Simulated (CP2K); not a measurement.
Consider ethyl trifluoroacetate at its PBE geometry (Å).

```xyz
14

C    -2.3129    0.3672    0.1838
C    -1.1511   -0.4756   -0.2893
O     0.0971    0.2051    0.1044
C     1.2209   -0.4528   -0.2476
O     1.3071   -1.5096   -0.8407
C     2.4578    0.3641    0.2364
F     2.4483    1.6140   -0.3219
F     3.6174   -0.2421   -0.1015
F     2.4462    0.4853    1.5962
H    -3.2512   -0.1247   -0.1082
H    -2.3102    0.4765    1.2755
H    -2.2948    1.3653   -0.2710
H    -1.1332   -0.5973   -1.3804
H    -1.1415   -1.4754    0.1644
```

Method: CP2K XAS_TDP, all-electron GAPW, PBEh(45%), aug-cc-pVDZ, TDA, GW2X-corrected core level, no relativity.

**Question.** Predict the bright core excitations at the C K edge.

Leading lines: C1 291.27 eV, C2 291.44 eV, C4 290.14 eV and C6 295.76 eV. The leading line of an atom is its first one with 35 % of the strongest within 2.5 eV of its lowest line over the strength cut. Core ionisation energies at this level: C2 294.62, C4 297.57, C1 292.86 and C6 300.65 eV.

The first six lines of each atom with a strength over 0.0015:

```tsv
atom	energy (eV)	states	strength, one atom	above the computed threshold
C1 (bonded to C and 3 H)	290.47	1	0.0063	
	291.27	1	0.0218	
	291.29	1	0.0201	
	291.69	1	0.0019	
	292.56	1	0.0053	
	292.80	1	0.0052	
C2 (bonded to C, O and 2 H)	291.44	1	0.0604	
	292.29	1	0.0077	
	292.93	1	0.0244	
	293.78	1	0.0018	
	294.42	1	0.0057	
	294.62	1	0.0056	
C4 (bonded to C and 2 O)	290.14	1	0.0702	
	295.68	1	0.0016	
	296.39	1	0.0103	
	296.71	1	0.0016	
	296.93	1	0.0067	
	297.32	1	0.0096	
C6 (bonded to C and 3 F)	295.76	1	0.0386	
	297.12	1	0.0841	
	298.55	1	0.0516	
	299.42	1	0.0590	
	299.64	1	0.0059	
	299.94	1	0.0112
```

Lines are vertical, at one geometry, with no vibrational structure. GW2X ionisation energies and lines can be off by 1 to 2 eV either way, and a good line position may hide errors that cancel. These values hold no scalar relativity, about 0.1 eV for C 1s. Rydberg lines, and the discretised continuum above threshold, depend on the basis and the box.

[Banner, clock and machine lines of the logs are left out without a mark of their own.]

[Logs are printed without paths, hosts, clocks, repeated set-up lines and the standing remarks that a program may print on its own settings, such as how far it seeks lower states.]

[Hosts, paths, dates, database ids (printed as entryN), source tags and the programs' standing remarks are cut or masked in the printed files.]
